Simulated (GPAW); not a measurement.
# Calculated records

```xyz
8
Lattice="5.280 0.000 0.000 0.000 5.280 0.000 0.000 0.000 5.280" Properties=species:S:1:pos:R:3 pbc="T T T" subject="How the form of the self-energy moves the gap of Al3BP4 (ordered alloy, started on the zincblende lattice) (P-43m)" method="DFT, PBE, plane waves, PAW (and 3 further levels or steps)" program="GPAW 26.7.0" settings_of_one_run="cutoff 600 eV, GPAW PAW setups 1.2.1 data release, 2×2×2 k-mesh, nbands 505" cost="6 runs, 7.4 min in all on 4 MPI ranks of Arm Neoverse V1, shared host (the runs of this entry)" notes="The structure was built from a prototype and need not be the compound’s stable phase. The structure was relaxed with PBE. The structure type comes from a generator and need not be one that this composition takes. Bands and cutoff are finite, so the gap is not at the basis limit. The miss can reach some tenths of an eV and take either sign; the mesh is an error of its own. The 2×2×2 mesh is coarse for this cell, which bears on the long-range parts of exchange and screening." g0w0_godby_needs_plasmon_pole="1.668 eV" one_shot_hse06="1.839 eV" g0w0_extrapolated_in_the_cutoff="1.784 eV" one_shot_hartree_fock="7.068 eV" g0w0_full_frequency_hilbert_transform="1.685 eV" known_limits="not at the basis limit; coarse k mesh"
B     0.000    0.000    0.000
P     1.194    1.194    1.194
Al    2.640    2.640    0.000
P     4.087    4.087    1.194
Al    2.640    0.000    2.640
P     4.087    1.194    4.087
Al    0.000    2.640    2.640
P     1.194    4.087    4.087
```

[Paths, hosts, dates, memory and timing lines, banners, echoed tables and standing remarks are left out of the program output.]

[Logs are printed without paths, hosts, clocks, repeated set-up lines and the standing remarks that a program may print on its own settings, such as how far it seeks lower states.]

[Runs of the session that timed out or met a known fault of the program may be left out.]

[Hosts, paths, dates, database ids (printed as entryN), source tags and the programs' standing remarks are cut or masked in the printed files.]
